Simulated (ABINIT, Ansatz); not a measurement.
**Quasiparticle gap of LiNbO3 (R3c) in ABINIT**

How does a plane-wave GW calculation on LiNbO3 (R3c) run from the first input to the gap?

Calculated with ABINIT 10.8.3; PBE and many-body steps on it, plane waves.

Most raw output is cut from this account.

## (1) Set-up

The structure is trigonal, space group R3c (No. 161). Conventional cell: a = 5.152 Å, b = 5.152 Å, c = 13.869 Å, α = 90.00°, β = 90.00°, γ = 120.00°. Nearest to Li lie 6 O at 2.07 to 2.24 Å. Nearest to Nb lie 6 O at 1.88 to 2.13 Å. Nearest to O lie 2 Nb at 1.88 to 2.13 Å and 2 Li at 2.07 to 2.24 Å. Farther neighbours and most contacts between anions are not listed.

Structure file:

```cif
data_structure
_symmetry_space_group_name_H-M 'R3c:H'
_symmetry_Int_Tables_number 161
_cell_length_a 5.1516
_cell_length_b 5.1516
_cell_length_c 13.8690
_cell_angle_alpha 90.000
_cell_angle_beta 90.000
_cell_angle_gamma 120.000
_cell_volume 318.76
loop_
_atom_site_label
_atom_site_type_symbol
_atom_site_symmetry_multiplicity
_atom_site_Wyckoff_symbol
_atom_site_fract_x
_atom_site_fract_y
_atom_site_fract_z
_atom_site_occupancy
Li1 Li 6 a 0.66667 0.33333 0.05183 1
Nb1 Nb 6 a 0.66667 0.33333 0.33328 1
O1 O 18 b 0.01050 0.38222 0.26991 1
```

The cell and positions come from the Crystallography Open Database and are kept as given unless a step says otherwise.

## (2) Ground state

This step: ABINIT 10.8.3; DFT, PBE, plane waves, norm-conserving pseudopotentials.

The ground-state density comes first.

The input, run.abi:

```
acell 3*1.0 Angstrom
rprim 
  2.575800000019 1.487138823389 4.623000000000
  -2.575800000018 1.487138823389 4.623000000000
  0.000000000000 -2.974277646779 4.623000000000
ntypat 3
znucl 3 41 8
natom 10
typat 1 1 2 2 3 3 3 3 3 3
xred 
  0.281500000000 0.281500000000 0.281500000000
  0.781500000000 0.781500000000 0.781500000000
  0.000055000000 0.000055000000 0.000055000000
  0.500055000000 0.500055000000 0.500055000000
  0.112310000000 0.358360000000 0.719590000000
  0.719590000000 0.112310000000 0.358360000000
  0.358360000000 0.719590000000 0.112310000000
  0.219590000000 0.858360000000 0.612310000000
  0.858360000000 0.612310000000 0.219590000000
  0.612310000000 0.219590000000 0.858360000000
pp_dirpath "pseudos"
pseudos "Li.upf, Nb.upf, O.upf"
ecut 37
ngkpt 6 6 6
nshiftk 1
shiftk 0 0 0
kptopt 1
chksymbreak 0
nband 43
occopt 1
tolvrs 1e-10
nstep 60
prtwf 0
optforces 0
optstress 0
indata_prefix "in"
outdata_prefix "out"
tmpdata_prefix "tmp"
```

On the command line:

```
$ OMP_NUM_THREADS=1 mpirun -n 16 abinit run.abi > log
```

Elapsed: 50 s, on 16 MPI ranks of Arm Neoverse V2, shared host; peak memory 1.9 GiB.

Numbers from this step:

* total energy: -6494.6034 eV
* gap: 3.607 eV
* k of the valence top: 0.1667, 0.1667, 0.1667
* k of the conduction bottom: 0.1667, 0.1667, 0
* least direct gap: 3.618 eV

The gap is indirect, with the least direct gap 0.011 eV higher.

## (3) Bands along the symmetry lines

The cheap functional maps the bands first; the places of the edges decide which points the dearer methods must see.

Changes to run.abi since step 2:

```diff
@@ -23,14 +23,45 @@
 ecut 37
-ngkpt 6 6 6
-nshiftk 1
-shiftk 0 0 0
-kptopt 1
-chksymbreak 0
-nband 43
-occopt 1
-tolvrs 1e-10
-nstep 60
+iscf -2
+irdden 1
+kptopt 0
+nkpt 31
+kpt 
+  0.00000000 0.00000000 0.00000000
+  -0.12500000 -0.12500000 -0.12500000
+  -0.25000000 -0.25000000 -0.25000000
+  -0.37500000 -0.37500000 -0.37500000
+  -0.50000000 -0.50000000 -0.50000000
+  -0.50000000 -0.43391329 -0.56608671
+  -0.50000000 -0.36782657 -0.63217342
+  -0.50000000 -0.30173986 -0.69826014
+  -0.50000000 -0.23565315 -0.76434685
+  -0.23565315 0.23565315 -0.50000000
+  -0.17673986 0.17673986 -0.50000000
+  -0.11782658 0.11782658 -0.50000000
+  -0.05891329 0.05891329 -0.50000000
+  0.00000000 0.00000000 -0.50000000
+  0.00000000 0.00000000 -0.37500000
+  0.00000000 0.00000000 -0.25000000
+  0.00000000 0.00000000 -0.12500000
+  0.00000000 0.00000000 0.00000000
+  0.00000000 0.09195664 -0.09195664
+  0.00000000 0.18391329 -0.18391329
+  0.00000000 0.27586993 -0.27586993
+  0.00000000 0.36782657 -0.36782657
+  -0.36782657 0.00000000 -0.63217343
+  -0.40086993 0.00000000 -0.59913007
+  -0.43391329 0.00000000 -0.56608671
+  -0.46695664 0.00000000 -0.53304336
+  -0.50000000 0.00000000 -0.50000000
+  -0.37500000 0.00000000 -0.37500000
+  -0.25000000 0.00000000 -0.25000000
+  -0.12500000 0.00000000 -0.12500000
+  0.00000000 0.00000000 0.00000000
+istwfk *1
+nband 41
+nbdbuf 2
+tolwfr 1e-08
+nstep 40
 prtwf 0
-optforces 0
-optstress 0
+prtvol 0
 indata_prefix "in"
```

Wall time 22 s (16 MPI ranks); peak memory 1.4 GiB; 5.8 min of CPU time.

Numbers from this step:

```yaml
gap: 3.585 eV
k_of_the_valence_top: -0.125, -0.125, -0.125
k_of_the_conduction_bottom: -0.125, 0, -0.125
least_direct_gap: 3.618 eV
```

The gap is 3.585 eV, −0.022 eV from the run before at this level.

Electronic bands along the path, in eV, zero at the top of the highest filled band:

| point | band 31 | band 32 | band 33 | band 34 | band 35 | band 36 | band 37 | band 38 |
| --- | --- | --- | --- | --- | --- | --- | --- | --- |
| Γ | -0.70 | -0.48 | -0.01 | -0.01 | 3.61 | 3.61 | 4.08 | 5.19 |
| halfway | -0.62 | -0.42 | -0.03 | -0.03 | 4.03 | 4.03 | 4.24 | 5.13 |
| T | -0.32 | -0.32 | -0.32 | -0.32 | 4.66 | 4.66 | 4.86 | 4.86 |
| halfway | -0.57 | -0.57 | -0.26 | -0.26 | 4.32 | 4.32 | 4.81 | 4.81 |
| H2 | -0.58 | -0.58 | -0.26 | -0.26 | 3.93 | 3.93 | 4.77 | 4.77 |
| jump to H0 | -0.58 | -0.58 | -0.26 | -0.26 | 3.93 | 3.93 | 4.77 | 4.77 |
| halfway | -0.47 | -0.47 | -0.18 | -0.18 | 3.82 | 3.82 | 4.78 | 4.78 |
| L | -0.30 | -0.30 | -0.22 | -0.22 | 3.91 | 3.91 | 4.74 | 4.74 |
| halfway | -0.47 | -0.41 | -0.21 | -0.08 | 3.66 | 3.77 | 4.21 | 4.92 |
| Γ | -0.70 | -0.48 | -0.01 | -0.01 | 3.61 | 3.61 | 4.08 | 5.19 |
| halfway | -0.50 | -0.34 | -0.29 | -0.06 | 3.70 | 3.97 | 4.21 | 4.74 |
| S0 | -0.71 | -0.50 | -0.40 | -0.11 | 3.59 | 4.11 | 4.70 | 4.78 |
| jump to S2 | -0.71 | -0.50 | -0.40 | -0.11 | 3.59 | 4.11 | 4.70 | 4.78 |
| halfway | -0.72 | -0.60 | -0.43 | -0.15 | 3.62 | 4.16 | 4.63 | 4.76 |
| F | -0.71 | -0.65 | -0.48 | -0.19 | 3.70 | 4.18 | 4.63 | 4.68 |
| halfway | -0.70 | -0.37 | -0.30 | -0.09 | 3.67 | 4.15 | 4.26 | 4.72 |
| Γ | -0.70 | -0.48 | -0.01 | -0.01 | 3.61 | 3.61 | 4.08 | 5.19 |

## (4) Empty states on the mesh, 4×4×4 mesh, 574 bands

The sums over transitions need many empty states on a uniform mesh; this step solves for them.

The input, run.abi:

```
acell 3*1.0 Angstrom
rprim 
  2.575800000019 1.487138823389 4.623000000000
  -2.575800000018 1.487138823389 4.623000000000
  0.000000000000 -2.974277646779 4.623000000000
ntypat 3
znucl 3 41 8
natom 10
typat 1 1 2 2 3 3 3 3 3 3
xred 
  0.281500000000 0.281500000000 0.281500000000
  0.781500000000 0.781500000000 0.781500000000
  0.000055000000 0.000055000000 0.000055000000
  0.500055000000 0.500055000000 0.500055000000
  0.112310000000 0.358360000000 0.719590000000
  0.719590000000 0.112310000000 0.358360000000
  0.358360000000 0.719590000000 0.112310000000
  0.219590000000 0.858360000000 0.612310000000
  0.858360000000 0.612310000000 0.219590000000
  0.612310000000 0.219590000000 0.858360000000
pp_dirpath "pseudos"
pseudos "Li.upf, Nb.upf, O.upf"
ecut 37
ngkpt 4 4 4
nshiftk 1
shiftk 0 0 0
kptopt 1
chksymbreak 0
iscf -2
irdden 1
istwfk *1
nband 574
nbdbuf 52
tolwfr 1e-09
nstep 60
prtvol 0
indata_prefix "in"
outdata_prefix "out"
tmpdata_prefix "tmp"
```

Wall time 7.6 min (16 MPI ranks); peak memory 2.5 GiB; 2 h of CPU time.

This step gave:

```
gap                                                           : 3.616 eV
k of the valence top                                          : 0, 0, 0
k of the conduction bottom                                    : 0.5, 0.25, 0
least direct gap                                              : 3.618 eV
k points computed                                             : 13
lowest point of the top converged band, above the valence top : 149.6852 eV
```

On this mesh the gap is 3.616 eV.

## (5) Screening, 4×4×4 mesh, 233 bands, screening to 141.5 eV

The RPA dielectric matrix is built and inverted for each q.

This step: RPA screening on PBE, plane waves, norm-conserving pseudopotentials.

Changes to run.abi since step 4:

```diff
@@ -28,10 +28,11 @@
 chksymbreak 0
-iscf -2
-irdden 1
 istwfk *1
-nband 574
-nbdbuf 52
-tolwfr 1e-09
-nstep 60
-prtvol 0
+occopt 1
+irdwfk 1
+optdriver 3
+nband 233
+ecuteps 5.2
+inclvkb 2
+awtr 1
+symchi 1
 indata_prefix "in"
```

Elapsed: 6.6 min, on 16 MPI ranks; peak memory 13 GiB.

Numbers from this step:

```yaml
eps_infinity_with_local_fields_on_this_mesh_along_the_program_s_q_direction: 5.018
the_same_without_local_fields: 5.625
plasma_frequency: 29.71 eV
plane_waves_in_the_screening_matrix: 405
```

Local fields lower ε∞ by 11 %.

## (6) Self-energy, 4×4×4 mesh, 233 bands, screening to 141.5 eV

The self-energy is evaluated for the states that the input lists, and the levels follow from it, in one-shot runs by the linearised quasiparticle equation.

This step: G0W0 on PBE, plane waves, norm-conserving pseudopotentials.

Changes to run.abi since step 5:

```diff
@@ -31,8 +31,17 @@
 irdwfk 1
-optdriver 3
+optdriver 4
 nband 233
+gwcalctyp 0
+ecutsigx 37
+symsigma 1
+nkptgw 2
+kptgw 
+  0.0000000000 0.0000000000 0.0000000000
+  0.5000000000 0.2500000000 0.0000000000
+bdgw 
+  33 36
+  33 36
 ecuteps 5.2
-inclvkb 2
-awtr 1
-symchi 1
+irdscr 1
+ppmodel 1
 indata_prefix "in"
```

Elapsed: 44 s, on 16 MPI ranks; peak memory 7.1 GiB.

Numbers from this step:

- G0W0 gap on the points computed: 5.081 eV
- starting gap on the mesh: 3.616 eV
- k of the valence top: 0, 0, 0
- k of the conduction bottom: 0.5, 0.25, 0
- Z at the valence top: 0.775
- Z at the conduction bottom: 0.812
- least direct G0W0 gap on the computed points: 5.093 eV

The gap on the mesh goes from 3.62 eV to 5.08 eV, a correction of +1.47 eV.

Limits: finite bands, cutoff and mesh; no spin-orbit coupling. v1 is the top filled band, c1 the lowest empty one. Levels before and after the correction, in eV, zero at the valence-band top of each column:

|  | conduction bottom | valence top |
| --- | --- | --- |
| Kohn-Sham | 3.62 | 0.00 |
| G0W0 | 5.08 | 0.00 |

|  | level | energy (eV) |
| --- | --- | --- |
| Kohn-Sham | Γ v2-v1 | 0.000 |
| Kohn-Sham | Γ c1-c2 | 3.618 |
| Kohn-Sham | (0.5 0.25 0) v2 | -0.303 |
| Kohn-Sham | (0.5 0.25 0) v1 | -0.111 |
| Kohn-Sham | (0.5 0.25 0) c1 | 3.616 |
| Kohn-Sham | (0.5 0.25 0) c2 | 4.093 |
| G0W0 | Γ v2-v1 | 0.000 |
| G0W0 | Γ c1-c2 | 5.093 |
| G0W0 | (0.5 0.25 0) v2 | -0.349 |
| G0W0 | (0.5 0.25 0) v1 | -0.144 |
| G0W0 | (0.5 0.25 0) c1 | 5.081 |
| G0W0 | (0.5 0.25 0) c2 | 5.617 |

## (7) Where the time went

Times are wall times on 16 MPI ranks of Arm Neoverse V2, shared host, good to a factor of about two.

| step | time | share | memory (GiB) |
| --- | --- | --- | --- |
| ground state | 50 s | 5 % | 1.9 |
| bands along the symmetry lines | 22 s | 2 % | 1.4 |
| empty states on the mesh | 7.6 min | 47 % | 2.5 |
| screening | 6.6 min | 41 % | 13 |
| self-energy | 44 s | 5 % | 7.1 |

## (8) Outcome

```yaml
pbe_gap: 3.59 eV, indirect (only 33 meV under the direct gap)
g0w0_gap_on_the_mesh: 5.08 eV
g0w0_gap_over_the_zone_rigid_shift: 5.05 eV
gw_settings: 4×4×4 mesh, 233 bands, screening to 141.5 eV, Godby-Needs plasmon pole
known_limits: not at the basis limit; no spin-orbit coupling
```

G0W0 moves the gap on the mesh from 3.62 eV to 5.08 eV (+1.47 eV), with Z of 0.78 and 0.81 at the edges. The mesh misses the band edges by 0.03 eV in all; a rigid shift gives 5.05 eV for the zone. Local fields lower the RPA ε∞ on this mesh from 5.62 to 5.02. Only 2 of the mesh's irreducible points were corrected, so a valley elsewhere could overtake. Bands and cutoff are finite, so the gap is not at the basis limit. The miss can reach some tenths of an eV and take either sign; the mesh is an error of its own. In the G0W0 run levels were corrected at 2 k points alone, so a gap called «on the mesh» is the least over those, and an edge elsewhere would be missed. The many-body steps are scalar-relativistic: spin-orbit coupling is not in them.

[Paths, hosts, dates, memory and timing lines, banners, echoed tables and standing remarks are left out of the program output.]

[Logs are printed without paths, hosts, clocks, repeated set-up lines and the standing remarks that a program may print on its own settings, such as how far it seeks lower states.]

[Runs of the session that timed out or met a known fault of the program may be left out.]

[Hosts, paths, dates, database ids (printed as entryN), source tags and the programs' standing remarks are cut or masked in the printed files.]

[G0W0 gaps are taken among the corrected bands and points alone; a level outside them can change the order at an edge.]

[Where Ansatz stands beside ABINIT at settings called matched, ABINIT's density can come from a denser mesh and the files from another edition; pairs whose starting gaps differed by over 0.03 eV were left out, so agreement reads better than it is.]
